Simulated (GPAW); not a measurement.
# Polarising Se/Na(100) with a field along the normal

The dipole of the cell at several fields, atoms fixed. What does the strongest field give, and what length does the slope stand for?

Set-up. GPAW 26.7.0, plane waves (400 eV), PAW setups, PBE, 8×8 mesh, a dipole layer in the vacuum; geometry relaxed without an applied field with GPAW. The cell's area is 17.89 Å², and e/ε0 = 180.95 V Å.

Results, with one row withheld:

| field (V/Å) | dipole (e Å) |
| --- | --- |
| −0.2 | −0.6815 |
| −0.1 | −0.5406 |
| −0.05 | −0.4698 |
| 0.05 | −0.3276 |
| 0.1 | −0.2561 |
| 0.2 | −0.1122 |
| 0.3 | ? |

Q: What is the dipole at 0.3 V/Å?

A: A line through the 6 points has the slope α = 1.423 e Å per V/Å and the intercept p₀ = −0.3980 e Å (r.m.s. residual 8.0e−04). At 0.3 V/Å it gives p = −0.3980 + 1.423 × 0.3 = 0.0289 e Å; the run gives 0.0332 e Å, so the response stays linear to 1.0 % of the induced part. Dividing by ε0 and the area: α/(ε0 A) = 1.423 × 180.95 / 17.89 = 14.39 Å, against 11.30 Å between the outer nuclei.

**Limits.** This is the electronic response alone; ions that move would add to it in polar layers. No run was spin-polarised, so magnetic states weren't tested.
